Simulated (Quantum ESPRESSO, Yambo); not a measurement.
# BaAlGeH (P3m1): G0W0 with and without spin-orbit coupling, part 2 of 2

Aim: spinor G0W0 for BaAlGeH (P3m1) beside the scalar-relativistic result.

Quantum ESPRESSO 7.5 and Yambo 5.3.0; PBEsol and many-body steps on it, plane waves. Known limits of the many-body steps: not at the basis limit; no spin-orbit coupling in some runs; coarse k mesh.

So far. Step 4 (Scalar-relativistic): The gap on the mesh goes from 0.93 eV to 1.30 eV, a correction of +0.37 eV. Step 5 (Empty states on the mesh, 3×3×4 mesh, 242 bands): On this mesh the gap is 0.893 eV.

## 6. Conversion and set-up

This step: Yambo 5.3.0; conversion and set-up on PBEsol with spin-orbit coupling, plane waves, norm-conserving pseudopotentials.

Started as:

```console
> (cd o/x.save; p2y > p2y.log; mv SAVE ../..); yambo > setup.log
```

What it wrote:

```text
 Yambo, version 5.3.0

 [02] CORE Variables Setup
 =========================

  [02.01] Unit cells
  ==================

  Cell kind             :  HCP
  Atoms in the cell     :  Ba  Al  Ge  H
  number of Ba atoms    :  1
  number of Al atoms    :  1
  number of Ge atoms    :  1
  number of H  atoms    :  1

  List of atomic masses
  Mass of Ba    :  137.3300
  Mass of Al    :  26.98200
  Mass of Ge    :  72.63000
  Mass of H     :  1.008000

  List of atomic coordinates    : [cc]
  Ba1       :  0.000000  0.000000  0.000000  order 1
[...]
IBZ Q-points                                      :  10
 BZ  Q-points                                      :   36

 K/Q-points units:
 rlu = crystal or reduced units; cc = cartesian coordinates; iku = interal k-units

 Q [ 1]         [rlu]:  0.000000  0.000000  0.000000
 Q [ 2]         [rlu]:  0.000000  0.000000  0.250000
 Q [ 3]         [rlu]:  0.000000  0.000000 -0.500000
[...]
Q [ 8]         [rlu]:  0.333333  0.333333  0.250000
 Q [ 9]         [rlu]:  0.333333  0.333333 -0.500000
 Q [10]         [rlu]:  0.50022E-17 -0.33333      0.25000

  [03.01] X indexes
  =================

   [03.01.01] Sigma indexes
   ========================

 [06] Game Over & Game summary
```

Elapsed: 7.1 s, on 1 MPI rank of Arm Neoverse V1, shared host; peak memory 0.25 GiB.

## 7. With spin-orbit coupling

This step: G0W0 on PBEsol with spin-orbit coupling, plane waves, norm-conserving pseudopotentials.

gw4.in

```
HF_and_locXC
gw0
dyson
ppa
em1d
rim_cut
RandQpts= 1000000
RandGvec= 1 RL
EXXRLvcs= 116 Ry
VXCRLvcs= 464 Ry
Chimod= "HARTREE"
% BndsRnXp
 1 | 242 |
%
NGsBlkXp= 9 Ry
% LongDrXp
 1 | 1 | 1 |
%
% GbndRnge
 1 | 242 |
%
DysSolver= "n"
ExtendOut
PPAPntXp= 27.21138 eV
% QPkrange
 3 | 3 | 33 | 40 |
 10 | 10 | 33 | 40 |
 1 | 1 | 33 | 40 |
%
```

Started as:

```console
> OMP_NUM_THREADS=1 mpirun -n 4 yambo -F gw4.in -J gw4 -C gw4 > gw4.log
```

What it wrote:

```text
 Yambo, version 5.3.0

 [02] CORE Variables Setup
 =========================

  [... cell, symmetries and grids as in the set-up ...]

  [02.05] Energies & Occupations
  ==============================

  [X] === General ===
  [X] Electronic Temperature                        :  0.000000  0.000000 [eV K]
  [X] Bosonic    Temperature                        :  0.000000  0.000000 [eV K]
  [X] Finite Temperature mode                       : no
  [X] El. density                                   :  0.42216E+24 [cm-3]
  [X] Fermi Level                                   :  8.101790 [eV]

  [X] === Gaps and Widths ===
  [X] Conduction Band Min                           :  0.892765 [eV]
  [X] Valence Band Max                              :  0.000000 [eV]
  [X] Filled Bands                                  :   36
  [X] Empty Bands                                   :   37  242
  [X] Direct Gap                                    :  1.295579 [eV]
  [X] Direct Gap localized at k                     :  10
  [X] Indirect Gap                                  :  0.892765 [eV]
  [X] Indirect Gap between kpts                     :   3  10
  [X] Last valence band width                       :  0.947568 [eV]
  [X] 1st conduction band width                     :  2.220180 [eV]

 [03] Transferred momenta grid and indexing
 ==========================================

 IBZ Q-points                                      :  10
 BZ  Q-points                                      :   36

 K/Q-points units:
 rlu = crystal or reduced units; cc = cartesian coordinates; iku = interal k-units

 Q [ 1]         [rlu]:  0.000000  0.000000  0.000000
 Q [ 2]         [rlu]:  0.000000  0.000000  0.250000
 Q [ 3]         [rlu]:  0.000000  0.000000 -0.500000
[...]
[Hartree-Fock] Valence Band Max                   : -0.236816 [eV]
  [Hartree-Fock] Filled Bands                       :   36
  [Hartree-Fock] Empty Bands                        :   37  242
  [Hartree-Fock] Direct Gap                         :  1.507747 [eV]
  [Hartree-Fock] Direct Gap localized at k          :  2
  [Hartree-Fock] Indirect Gap                       :  1.395743 [eV]
  [Hartree-Fock] Indirect Gap between kpts          :   2   4
  [Hartree-Fock] Last valence band width            :  1.521379 [eV]
  [Hartree-Fock] 1st conduction band width          :  4.069237 [eV]

 [08] Dyson equation: Newton solver
 ==================================

  [08.01] G0W0 (W PPA)
  ====================

  [  GW  ] Bands range     :    1  242
  [GW/PPA] G damping       :  0.100000 [eV]

  QP @ state[ 1 ] K range:  1  1
  QP @ state[ 1 ] b range:   33   40
  QP @ state[ 2 ] K range:  3  3
  QP @ state[ 2 ] b range:   33   40
  QP @ state[ 3 ] K range:  10  10
  QP @ state[ 3 ] b range:   33   40

   Sc/G bands                                       :    1  242
   Sc/G damping                                     :  0.100000 ev
   Sc bands terminator                              : no
   Sx RL components                                 :  12111

   QP @ state[ 1 ] K range                          :  1  1
   QP @ state[ 1 ] b range                          :   33   40
   QP @ state[ 2 ] K range                          :  3  3
   QP @ state[ 2 ] b range                          :   33   40
   QP @ state[ 3 ] K range                          :  10  10
   QP @ state[ 3 ] b range                          :   33   40
   GF energies kind                                 : Perdew, Burke & Ernzerhof SOL(X)+Perdew, Burke & Ernzerhof SOL(C)
   GF WF`s kind                                     : Perdew, Burke & Ernzerhof SOL(X)+Perdew, Burke & Ernzerhof SOL(C)
   Xs energies kind                                 : Perdew, Burke & Ernzerhof SOL(X)+Perdew, Burke & Ernzerhof SOL(C)
   Xs WF`s kind                                     : Perdew, Burke & Ernzerhof SOL(X)+Perdew, Burke & Ernzerhof SOL(C)

 [11] Game Over & Game summary
```

Run time: 15 min. Hardware: 4 MPI ranks; peak memory 8.2 GiB; 62 min of CPU time.

This step gave:

```
G0W0 gap on the points computed              : 1.271 eV
starting gap on the mesh                     : 0.8928 eV
k of the valence top                         : 0, 0, -0.5
k of the conduction bottom                   : 0, -0.3333, 0.25
least direct G0W0 gap on the computed points : 1.633 eV
Z at the valence top                         : 0.7803
Z at the conduction bottom                   : 0.7912
```

Against G0W0 in Yambo (3×3×4 mesh, 121 bands, screening to 122.5 eV, Godby-Needs plasmon pole), the gap moves by −0.031 eV.

## 8. The runs together

Times are wall times on 4 MPI ranks of Arm Neoverse V1, shared host, good to a factor of about two.

```tsv
run	mesh	bands	screening cutoff (eV)	DFT gap (eV)	gap on the mesh (eV)	direct (eV)	time
scalar-relativistic	3×3×4	121	122.5	0.934	1.301	1.667	3.3 min
with spin-orbit coupling	3×3×4	242	122.5	0.893	1.271	1.633	15 min
```

## 9. What came out

```yaml
scalar_relativistic: 1.301 eV
with_spin_orbit_coupling: 1.271 eV
known_limits: not at the basis limit; no spin-orbit coupling in some runs; coarse k mesh
```

**Reading.** With spin-orbit coupling: −0.031 eV against scalar-relativistic, −0.041 eV of it in the start. Bands and cutoff are finite, so the gap is not at the basis limit. The miss can reach some tenths of an eV and take either sign; the mesh is an error of its own. In the G0W0 runs levels were corrected at 3 k points alone, so a gap called «on the mesh» is the least over those, and an edge elsewhere would be missed. A denser mesh or path gives a starting gap of 0.75 eV: the GW mesh misses a band edge, so its gaps are not the fundamental one. The 3×3×4 mesh is coarse for this cell, which bears on the long-range parts of exchange and screening.

[Paths, hosts, dates, memory and timing lines, banners, echoed tables and standing remarks are left out of the program output.]

[Logs are printed without paths, hosts, clocks, repeated set-up lines and the standing remarks that a program may print on its own settings, such as how far it seeks lower states.]

[Runs of the session that timed out or met a known fault of the program may be left out.]

[Hosts, paths, dates, database ids (printed as entryN), source tags and the programs' standing remarks are cut or masked in the printed files.]
